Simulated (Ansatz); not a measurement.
## Cs on Ru(0001): change of the work function

Aim: the work function of Ru(0001) at several coverages of Cs (fcc site), and the dipole that each adsorbate carries.

Program: Ansatz 0.2.0. Level of theory: plane-wave DFT, PBE, Ansatz PAW. Values are calculated unless marked as measured.

**1. Set-up**

The cell holds 4 atoms: 4 Ru. Cell: a = 2.700 Å, b = 2.700 Å, c = 24.415 Å, α = 90.0°, β = 90.0°, γ = 60.0°. Vacuum lies along c.

**2. The clean slab**

The bare slab comes first, as the zero from which every change is counted. The two lowest layers are held at bulk places and the upper ones relax. The dipole correction removes the false field that a one-sided slab makes across the periodic vacuum, so each face gets a flat vacuum level of its own.

File input.yaml:

```yaml
crystal:
  lattice:
    - [2.7, 0.0, 0.0]
    - [1.35, 2.3382685902, 0.0]
    - [0.0, 0.0, 24.4152]
  atoms:
    - { symbol: Ru, position: [0.6666666667, 0.6666666667, 0.3686228251] }
    - { symbol: Ru, position: [0.0, 0.0, 0.4562076084] }
    - { symbol: Ru, position: [0.6666666667, 0.6666666667, 0.5437923916] }
    - { symbol: Ru, position: [0.0, 0.0, 0.6313771749] }
kpoints:
  mp_grid: { grid: [12, 12, 1] }
hamiltonian:
  xc: pbe
scf:
  occupations: { method: fermi_dirac, width: 0.1 }
  convergence: { dr2_threshold: 1.0e-08 }
efield:
  axis: 3
  dipole_correction: true
  ramp_position: 0.97
  ramp_width: 0.06
relax:
  f_tol: 0.02
  max_steps: 60
  constraints: [{ sites: [0, 1] }]
output:
  write_potential: true
  write_density: true
  volumetric_format: npy
```

The run is started by

```bash
$ ansatz run input.yaml --threads 4 --pin off --max-ram 16384MiB --backend cpu --events-out ev --progress --plain --runs-dir out
```

Output:

```text
Engine: ansatz 0.2.0, aarch64-unknown-linux-gnu
Pseudopotentials: kind: paw
Pseudopotential: Ru, paw, valence charge 16, recommended cutoff 420 eV (normal), Ru.paw.azcp
Functional definition: PBE
  parameter kappa = 0.804
  parameter beta = 0.066725
  exchange = pbe_x(kappa = kappa, mu = beta*pi^2/3)
  correlation = pbe_c(beta = beta)
Crystal: 4 atoms, lattice volume = 154.141 Å³
Basis set: ecut = 420 eV, 3063 PW (Γ), exchange–correlation on 40×40×360 points (8 copies of the dense FFT grid, shifted against one another)
Bands: 39, of which v1, the nominal top of the filled ones, is band 32 counted from 1 (31 counted from 0)
Symmetry: 6 space group operations
k-points: 19 of 144 (time reversal used)
Non-local potential: Ru, projectors of the file, l = 0: 3, l = 1: 2, l = 2: 2, l = 3: 1
PAW form: soft (Blöchl's): semilocal exchange-correlation on the pseudo side does not see the compensation charge
PAW one-centre angular grid: Ru, 590 points (default); XC on 64 Gauss nodes
Initial density: superposition of atomic densities (neutral atoms: chi_scale 0, normalization atom), corrected by the library's trained network
Initial wavefunctions: pseudopotential atomic-orbital guess
Functional: x = pbe(κ = 0.804, μ = 0.219515), c = pbe(β = 0.066725)
SCF iter   1: F=—  HF=-23512.726011 eV  |F-HF|=—  |Δ(HF+E_count)|=         —  Δρ=8.02e-3  dr2=4.20e-1  ethr=1.77e-3  p=0.000 e·Å  D=2.55e-14 V/Å  ΔV_dip=-0.00 eV  dr2_dipole=4.18e-8  V_vac-E_F(+/−)=4.75/4.75 eV  ⟨swp⟩=7.4  Hψ=3258  notcnv=0
efield: sawtooth ramp at fractional position 0.9700 (set: `efield.ramp_position`, or a place that a band, a saddle search or an elastic batch's reference lends), width 0.0600; the density the first Hamiltonian is built on has a dipole p = 0.000 e·Å; the dipole correction subtracts the counter field D = 2.55e-14 V/Å, which shifts the + side's vacuum level by -0.00 eV against the − side's; the planar-averaged density in the ramp window peaks in size at 5.1e-6 e/Å³
preconditioner: auto → LDOS  [metal: Δε(μ)=0.040 eV  Ē_g=4.722 eV  σ=0.100 eV  W_gap=0.10  n_scr=18 (ndim 8)  ℏωp=16.9 eV  f_vac=0.584  D(μ)=4.50/eV (n_scr^D=16)  β→1.0]
SCF iter   2: F=—  HF=-23512.720745 eV  |F-HF|=—  |Δ(HF+E_count)|=   5.27e-3  Δρ=3.31e-3  dr2=3.80e-2  ethr=6.57e-4  p=-0.000 e·Å  D=-1.91e-5 V/Å  ΔV_dip=0.00 eV  dr2_dipole=4.73e-7  V_vac-E_F(+/−)=5.00/5.00 eV  ⟨swp⟩=1.5  Hψ=919  notcnv=0
SCF iter   3: F=—  HF=-23512.717886 eV  |F-HF|=—  |Δ(HF+E_count)|=   2.86e-3  Δρ=6.79e-4  dr2=8.55e-4  ethr=5.94e-5  p=-0.000 e·Å  D=-7.45e-6 V/Å  ΔV_dip=0.00 eV  dr2_dipole=3.12e-7  V_vac-E_F(+/−)=5.05/5.05 eV  ⟨swp⟩=2.0  Hψ=932  notcnv=0
SCF iter   4: F=—  HF=-23512.717814 eV  |F-HF|=—  |Δ(HF+E_count)|=   7.16e-5  Δρ=1.58e-4  dr2=1.09e-4  ethr=1.34e-6  p=-0.000 e·Å  D=-6.72e-6 V/Å  ΔV_dip=0.00 eV  dr2_dipole=3.71e-8  V_vac-E_F(+/−)=5.07/5.07 eV  ⟨swp⟩=2.1  Hψ=1171  notcnv=0
SCF iter   5: F=—  HF=-23512.717807 eV  |F-HF|=—  |Δ(HF+E_count)|=   7.22e-6  Δρ=5.25e-5  dr2=8.28e-6  ethr=1.71e-7  p=0.000 e·Å  D=1.09e-6 V/Å  ΔV_dip=-0.00 eV  dr2_dipole=6.52e-10  V_vac-E_F(+/−)=5.08/5.08 eV  ⟨swp⟩=2.2  Hψ=1114  notcnv=0
SCF iter   6: F=—  HF=-23512.717808 eV  |F-HF|=—  |Δ(HF+E_count)|=   7.84e-7  Δρ=2.85e-5  dr2=1.76e-6  ethr=1.29e-8  p=-0.000 e·Å  D=-2.98e-6 V/Å  ΔV_dip=0.00 eV  dr2_dipole=1.16e-11  V_vac-E_F(+/−)=5.09/5.09 eV  ⟨swp⟩=3.0  Hψ=1433  notcnv=0
SCF iter   7: F=—  HF=-23512.717807 eV  |F-HF|=—  |Δ(HF+E_count)|=   1.27e-7  Δρ=8.99e-6  dr2=2.28e-7  ethr=2.75e-9  p=0.000 e·Å  D=5.84e-8 V/Å  ΔV_dip=-0.00 eV  dr2_dipole=4.45e-11  V_vac-E_F(+/−)=5.09/5.09 eV  ⟨swp⟩=2.5  Hψ=1217  notcnv=0
SCF iter   8: F=—  HF=-23512.717808 eV  |F-HF|=—  |Δ(HF+E_count)|=   1.93e-7  Δρ=3.54e-6  dr2=2.81e-8  ethr=3.56e-10  p=-0.000 e·Å  D=-1.02e-7 V/Å  ΔV_dip=0.00 eV  dr2_dipole=1.70e-14  V_vac-E_F(+/−)=5.09/5.09 eV  ⟨swp⟩=2.8  Hψ=1346  notcnv=0
SCF iter   9: F=-23512.717808 eV  HF=-23512.717808 eV  |F-HF|=1.65e-9  |Δ(HF+E_count)|=   2.22e-8  Δρ=1.12e-6  dr2=1.93e-9  ethr=1.56e-11  p=-0.000 e·Å  D=-1.49e-7 V/Å  ΔV_dip=0.00 eV  dr2_dipole=2.06e-13  V_vac-E_F(+/−)=5.09/5.09 eV  ⟨swp⟩=10.6  Hψ=5507  notcnv=0
SCF 1 converged in 9 iterations: F = -23512.717808 eV  dr2 = 1.93e-9
  greatest PAW one-centre occupation: 0.998 electrons in one spin orbital (limit 2), on the Ru atom at site 3 (counted from 0), in its partial waves of l = 0
relax step   1: F+E_penalty+E_count = -23512.71780769 eV  Δ(F+E_penalty+E_count) = +0.000e0 eV  max|allowed force component| = 5.365e-1 eV/Å  Δτ_max = 0.0000 Å  (9 SCF iters, accepted)
Initial density: handed on by an earlier stage of this run
Initial wavefunctions: those handed on with the density
iter 1 solved again at ethr=2.79e-4 eV; its pass at ethr=3.10e-3 eV (dr2=1.79e-1 eV) is discarded
SCF iter   1: F=—  HF=-23512.732681 eV  |F-HF|=—  |Δ(HF+E_count)|=         —  Δρ=4.18e-3  dr2=1.61e-1  ethr=2.79e-4  p=-0.000 e·Å  D=-3.92e-8 V/Å  ΔV_dip=0.00 eV  dr2_dipole=5.05e-2  V_vac-E_F(+/−)=5.08/5.08 eV  ⟨swp⟩=1.4  Hψ=2246  notcnv=0
efield: sawtooth ramp at fractional position 0.9700 (set: `efield.ramp_position`, or a place that a band, a saddle search or an elastic batch's reference lends), width 0.0600; the density the first Hamiltonian is built on has a dipole p = -0.000 e·Å; the dipole correction subtracts the counter field D = -3.92e-8 V/Å, which shifts the + side's vacuum level by +0.00 eV against the − side's; the planar-averaged density in the ramp window peaks in size at 1.2e-6 e/Å³
preconditioner: auto → LDOS  [metal: Δε(μ)=0.011 eV  Ē_g=4.777 eV  σ=0.100 eV  W_gap=0.03  n_scr=18 (ndim 8)  ℏωp=16.9 eV  f_vac=0.589  D(μ)=4.80/eV (n_scr^D=18)  β→1.0]
SCF iter   2: F=—  HF=-23512.729634 eV  |F-HF|=—  |Δ(HF+E_count)|=   3.05e-3  Δρ=1.47e-3  dr2=8.73e-3  ethr=2.51e-4  p=0.001 e·Å  D=1.54e-3 V/Å  ΔV_dip=-0.04 eV  dr2_dipole=1.08e-3  V_vac-E_F(+/−)=5.04/5.07 eV  ⟨swp⟩=1.8  Hψ=865  notcnv=0
SCF iter   3: F=—  HF=-23512.729688 eV  |F-HF|=—  |Δ(HF+E_count)|=   5.40e-5  Δρ=1.46e-3  dr2=8.06e-3  ethr=1.36e-5  p=0.002 e·Å  D=1.78e-3 V/Å  ΔV_dip=-0.04 eV  dr2_dipole=1.74e-4  V_vac-E_F(+/−)=5.04/5.08 eV  ⟨swp⟩=2.9  Hψ=1565  notcnv=0
SCF iter   4: F=—  HF=-23512.727755 eV  |F-HF|=—  |Δ(HF+E_count)|=   1.93e-3  Δρ=1.69e-4  dr2=7.46e-5  ethr=1.26e-5  p=0.001 e·Å  D=1.75e-3 V/Å  ΔV_dip=-0.04 eV  dr2_dipole=2.30e-6  V_vac-E_F(+/−)=5.03/5.07 eV  ⟨swp⟩=2.4  Hψ=1137  notcnv=0
SCF iter   5: F=—  HF=-23512.727757 eV  |F-HF|=—  |Δ(HF+E_count)|=   2.03e-6  Δρ=6.38e-5  dr2=1.06e-5  ethr=1.17e-7  p=0.001 e·Å  D=1.73e-3 V/Å  ΔV_dip=-0.04 eV  dr2_dipole=2.00e-7  V_vac-E_F(+/−)=5.03/5.07 eV  ⟨swp⟩=3.2  Hψ=1576  notcnv=0
SCF iter   6: F=—  HF=-23512.727763 eV  |F-HF|=—  |Δ(HF+E_count)|=   5.90e-6  Δρ=2.64e-5  dr2=1.28e-6  ethr=1.66e-8  p=0.001 e·Å  D=1.75e-3 V/Å  ΔV_dip=-0.04 eV  dr2_dipole=6.23e-9  V_vac-E_F(+/−)=5.03/5.07 eV  ⟨swp⟩=2.3  Hψ=1096  notcnv=0
SCF iter   7: F=—  HF=-23512.727764 eV  |F-HF|=—  |Δ(HF+E_count)|=   6.93e-7  Δρ=6.73e-6  dr2=1.28e-7  ethr=2.01e-9  p=0.002 e·Å  D=1.77e-3 V/Å  ΔV_dip=-0.04 eV  dr2_dipole=1.80e-8  V_vac-E_F(+/−)=5.03/5.07 eV  ⟨swp⟩=3.2  Hψ=1481  notcnv=0
SCF iter   8: F=—  HF=-23512.727764 eV  |F-HF|=—  |Δ(HF+E_count)|=   1.54e-7  Δρ=2.57e-6  dr2=1.73e-8  ethr=2.01e-10  p=0.002 e·Å  D=1.76e-3 V/Å  ΔV_dip=-0.04 eV  dr2_dipole=5.74e-11  V_vac-E_F(+/−)=5.03/5.07 eV  ⟨swp⟩=2.6  Hψ=1265  notcnv=0
SCF iter   9: F=-23512.727764 eV  HF=-23512.727764 eV  |F-HF|=1.10e-8  |Δ(HF+E_count)|=   8.54e-8  Δρ=8.42e-7  dr2=1.45e-9  ethr=1.56e-11  p=0.002 e·Å  D=1.77e-3 V/Å  ΔV_dip=-0.04 eV  dr2_dipole=8.76e-11  V_vac-E_F(+/−)=5.03/5.07 eV  ⟨swp⟩=10.9  Hψ=5451  notcnv=0
SCF 2 converged in 9 iterations: F = -23512.727764 eV  dr2 = 1.45e-9
relax step   2: F+E_penalty+E_count = -23512.72776402 eV  Δ(F+E_penalty+E_count) = -9.956e-3 eV  max|allowed force component| = 2.640e-1 eV/Å  Δτ_max = 0.0631 Å  (9 SCF iters, accepted)
SCF iter   1: F=—  HF=-23512.732127 eV  |F-HF|=—  |Δ(HF+E_count)|=         —  Δρ=2.15e-3  dr2=4.13e-2  ethr=5.39e-4  p=0.002 e·Å  D=1.77e-3 V/Å  ΔV_dip=-0.04 eV  dr2_dipole=1.13e-2  V_vac-E_F(+/−)=5.03/5.08 eV  ⟨swp⟩=2.5  Hψ=1222  notcnv=0
efield: sawtooth ramp at fractional position 0.9700 (set: `efield.ramp_position`, or a place that a band, a saddle search or an elastic batch's reference lends), width 0.0600; the density the first Hamiltonian is built on has a dipole p = 0.002 e·Å; the dipole correction subtracts the counter field D = 1.77e-3 V/Å, which shifts the + side's vacuum level by -0.04 eV against the − side's; the planar-averaged density in the ramp window peaks in size at 1.5e-6 e/Å³
preconditioner: auto → LDOS  [metal: Δε(μ)=0.014 eV  Ē_g=4.748 eV  σ=0.100 eV  W_gap=0.03  n_scr=18 (ndim 8)  ℏωp=16.9 eV  f_vac=0.586  D(μ)=4.73/eV (n_scr^D=18)  β→1.0]
SCF iter   2: F=—  HF=-23512.731430 eV  |F-HF|=—  |Δ(HF+E_count)|=   6.97e-4  Δρ=7.28e-4  dr2=2.45e-3  ethr=6.45e-5  p=0.001 e·Å  D=1.56e-3 V/Å  ΔV_dip=-0.04 eV  dr2_dipole=5.81e-4  V_vac-E_F(+/−)=5.04/5.08 eV  ⟨swp⟩=1.3  Hψ=911  notcnv=0
SCF iter   3: F=—  HF=-23512.731343 eV  |F-HF|=—  |Δ(HF+E_count)|=   8.72e-5  Δρ=6.75e-4  dr2=1.60e-3  ethr=3.83e-6  p=0.001 e·Å  D=1.09e-3 V/Å  ΔV_dip=-0.03 eV  dr2_dipole=1.21e-4  V_vac-E_F(+/−)=5.05/5.07 eV  ⟨swp⟩=3.1  Hψ=1548  notcnv=0
SCF iter   4: F=—  HF=-23512.731020 eV  |F-HF|=—  |Δ(HF+E_count)|=   3.23e-4  Δρ=9.48e-5  dr2=2.67e-5  ethr=2.50e-6  p=0.001 e·Å  D=1.20e-3 V/Å  ΔV_dip=-0.03 eV  dr2_dipole=7.96e-8  V_vac-E_F(+/−)=5.05/5.07 eV  ⟨swp⟩=2.0  Hψ=1076  notcnv=0
SCF iter   5: F=—  HF=-23512.731020 eV  |F-HF|=—  |Δ(HF+E_count)|=   6.03e-7  Δρ=2.91e-5  dr2=1.95e-6  ethr=4.17e-8  p=0.001 e·Å  D=1.21e-3 V/Å  ΔV_dip=-0.03 eV  dr2_dipole=2.55e-7  V_vac-E_F(+/−)=5.04/5.07 eV  ⟨swp⟩=3.1  Hψ=1467  notcnv=0
SCF iter   6: F=—  HF=-23512.731025 eV  |F-HF|=—  |Δ(HF+E_count)|=   4.88e-6  Δρ=1.06e-5  dr2=2.20e-7  ethr=3.05e-9  p=0.001 e·Å  D=1.21e-3 V/Å  ΔV_dip=-0.03 eV  dr2_dipole=2.08e-9  V_vac-E_F(+/−)=5.05/5.07 eV  ⟨swp⟩=2.2  Hψ=1072  notcnv=0
SCF iter   7: F=—  HF=-23512.731026 eV  |F-HF|=—  |Δ(HF+E_count)|=   3.04e-7  Δρ=3.59e-6  dr2=4.54e-8  ethr=3.44e-10  p=0.001 e·Å  D=1.20e-3 V/Å  ΔV_dip=-0.03 eV  dr2_dipole=5.43e-9  V_vac-E_F(+/−)=5.05/5.07 eV  ⟨swp⟩=2.9  Hψ=1360  notcnv=0
SCF iter   8: F=-23512.731026 eV  HF=-23512.731026 eV  |F-HF|=2.10e-8  |Δ(HF+E_count)|=   4.07e-8  Δρ=1.12e-6  dr2=4.97e-9  ethr=1.56e-11  p=0.001 e·Å  D=1.20e-3 V/Å  ΔV_dip=-0.03 eV  dr2_dipole=1.47e-10  V_vac-E_F(+/−)=5.05/5.08 eV  ⟨swp⟩=10.9  Hψ=5658  notcnv=0
SCF 3 converged in 8 iterations: F = -23512.731026 eV  dr2 = 4.97e-9
relax step   3: F+E_penalty+E_count = -23512.73102571 eV  Δ(F+E_penalty+E_count) = -3.262e-3 eV  max|allowed force component| = 1.726e-2 eV/Å  Δτ_max = 0.0292 Å  (8 SCF iters, accepted)
NSCF: frozen V_eff on 19 k-points
the band table was solved once a step of the walk had ended and its energy, with any forces and stress, was formed, with the checks that follow a solve (3207 applications of the Hamiltonian). They found nothing against the state; the energy, forces and stress were not computed again (output.eigenvalues in the input reference)
WARN: The input density's exchange-correlation potential varies sharply where the density is thin. Do not read a vacuum level from v_tot or v_xc, or from such a field of the output density. On a cell that repeats whose density bears no net charge and no dipole along the vacuum's axis use v_es (v_loc + v_h of the components); under efield.dipole_correction with no amplitude use v_es + v_field, which holds any external [...]
SCF converged after 8 iterations
Free energy (F): -23512.731026 eV
Harris-Foulkes:  -23512.731026 eV  (|F-HF|=2.10e-8)
Internal energy: -23512.573717 eV  (E = F + TS)
E sigma→0 (E₀):  -23512.652371 eV
Entropy (-TS):   -0.157309 eV (-39.327 meV/atom)
Fermi energy:    5.070094 eV
Dipole field:    D = 0.001218 V/Å  (p = 0.001038 e·Å, saw-weighted, corrected)
Work function:   Φ+ = 5.0457 eV   Φ− = 5.0754 eV
Levels:          The Fermi level and band energies are counted from a zero that moves with the ramp; work functions are not
--- Per-component energies (eV) ---
  E_band       = -1382.396250
  E_kinetic    = 2053.424202
  E_local      = -108450.119539  (includes V_loc(G=0)·N_el)
  E_nonlocal   = 1374.134429
  E_hartree    = 52740.331170
  E_xc         = -759.224491
  E_vxc        = -952.769082  (∫ρ·V_xc dr)
  E_paw        = -13843.557206  (= ΣΔE_a)
  E_vpaw       = -887.740778  (= ΣTr[D̂ρ^β])
  E_aug_tail   = -0.000773  (compensation charges beyond the density's cutoff)
  E_efield     = 0.000001  (sawtooth field / dipole correction)
  E_vefield    = 0.000284  (∫n·V_field dr)
  E_ewald      = 43372.438490
  E_smearing   = -0.157309  (= −TS)
  E_closure    = -0.000000  (closes the sum)
  Σ components = -23512.731026   (vs F -23512.731026, Δ=0.00e0)
--- Forces (eV/Å), atoms counted from 1 ---
  atom   1  Ru     0.00000000    -0.00000000     0.47191100
  atom   2  Ru    -0.00000000     0.00000000    -0.45864794
  atom   3  Ru    -0.00000000    -0.00000000    -0.01725956
  atom   4  Ru    -0.00000000    -0.00000000     0.00398370
  max |Σ_I F_I| component: 1.28e-5 eV/Å
--- Band table (eV; the first three rows and the last of 19) ---
  k-point 0: bands = [... 28 lower, 3.1032, 3.1032, 3.3035, 4.2564, 4.2564, 5.1708, 5.2356, 5.2356, ... 3 higher]
  k-point 1: bands = [... 28 lower, 3.1352, 3.2707, 3.3655, 4.0857, 4.2001, 4.6895, 4.9614, 5.1771, ... 3 higher]
  k-point 2: bands = [... 28 lower, 3.2004, 3.4733, 3.6256, 3.7607, 4.0789, 4.3168, 4.8058, 5.0858, ... 3 higher]
  k-point 18: bands = [... 28 lower, 3.0217, 3.8651, 4.4540, 5.7029, 5.7380, 5.7613, 6.1990, 6.2368, ... 3 higher]
--- Relaxed structure (3 steps of the walk, 3 accepted, 0 SCFs on fresh bases) ---
  F+E_penalty+E_count = -23512.73102571 eV   max|allowed force component| = 1.726e-2 eV/Å
  atoms:
    - { symbol: Ru, position: [0.666667, 0.666667, 0.3686228251] }
    - { symbol: Ru, position: [0.0, 0.0, 0.456208] }
    - { symbol: Ru, position: [0.666667, 0.666667, 0.544587] }
    - { symbol: Ru, position: [-1.393648e-18, 0, 0.629989] }
```

Elapsed: 9.1 s, on 4 threads of Arm Neoverse V1, shared host; peak memory 0.46 GiB; 35 s of CPU time.

In the SCF lines HF is the Harris–Foulkes energy and dr2 the Hartree energy of the density residual, in eV; the loop may stop once dr2 is under the threshold and the program's other checks hold. Hψ counts applications of the Hamiltonian.

Step by step:

```
step  energy less that of the first step (eV)  largest force component (eV/Å)
   1                                   0.0000                          0.5365
   2                                  -0.0100                          0.2640
   3                                  -0.0132                          0.0173
```

The run keeps the 6 symmetry operations that the program found, so distortions that break them were not tested.

The atoms that moved most (Å):

```
atom     dx     dy      dz  length
 Ru4  0.000  0.000  -0.034   0.034
 Ru3  0.000  0.000   0.019   0.019
```

Final coordinates:

```cif
data_structure
_symmetry_space_group_name_H-M 'P 1'
_symmetry_Int_Tables_number 1
_cell_length_a 2.7000
_cell_length_b 2.7000
_cell_length_c 24.4152
_cell_angle_alpha 90.000
_cell_angle_beta 90.000
_cell_angle_gamma 60.000
_cell_volume 154.14
loop_
_atom_site_label
_atom_site_type_symbol
_atom_site_fract_x
_atom_site_fract_y
_atom_site_fract_z
_atom_site_occupancy
Ru1 Ru 0.66667 0.66667 0.36862 1
Ru2 Ru 0.00000 0.00000 0.45621 1
Ru3 Ru 0.66667 0.66667 0.54459 1
Ru4 Ru 0.00000 0.00000 0.62999 1
```

This step gave:

```
energy at zero smearing        : -23512.6524 eV
work function, upper face      : 5.046 eV
work function, lower face      : 5.075 eV
dipole along the normal        : 0.001038 e·Å
step between the vacuum levels : -0.02975 eV
```

Running mean over 2.138 Å of the planar mean; the ramp of the sawtooth is left out. Table of electron's electrostatic potential energy less the Fermi level by z:

z (Å), electron's electrostatic potential energy less the Fermi level (eV) and a bar from the least value:
```
      3.0        5.1 ##############################
      3.5        5.1 ##############################
      4.0        5.1 ##############################
      4.5        5.1 ##############################
      5.0        5.1 ##############################
      5.5        5.0 ##############################
      6.0        5.0 ##############################
      6.5        4.8 ##############################
      7.0        3.9 ############################
      7.5        0.7 ########################
      8.0       -6.3 #############
      8.5      -12.3 #####
      9.0      -14.2 ##
      9.5      -14.5 #
     10.0      -14.6 #
     10.5      -14.7 #
     11.0      -14.8 #
     11.5      -14.8 #
     12.0      -14.6 #
     12.5      -14.7 #
     13.0      -14.9 #
     13.5      -15.0 #
     14.0      -15.4 
     14.5      -15.4 
     15.0      -14.8 #
     15.5      -14.1 ##
     16.0      -11.4 ######
     16.5       -4.5 ################
     17.0        1.8 #########################
     17.5        4.2 #############################
     18.0        4.8 ##############################
     18.5        5.0 ##############################
     19.0        5.0 ##############################
     19.5        5.0 ##############################
     20.0        5.0 ##############################
     20.5        5.0 ##############################
     21.0        5.0 ##############################
```

The relaxation took 3 steps and lowered the energy by 0.013 eV; the largest force on the free atoms ends at 0.017 eV/Å.

The work function of the upper face is 5.05 eV.

[end of part 1 of 3]

[Long decimals in the printed logs are rounded to 6 places.]

[Logs are printed without paths, hosts, clocks, repeated set-up lines and the standing remarks that a program may print on its own settings, such as how far it seeks lower states.]

[Hosts, paths, dates, database ids (printed as entryN), source tags and the programs' standing remarks are cut or masked in the printed files.]

[Maps of the electrostatic potential energy from Ansatz leave out the sawtooth potential of an applied field or a dipole correction, so their vacuum need not be flat; planar profiles and work functions include it.]
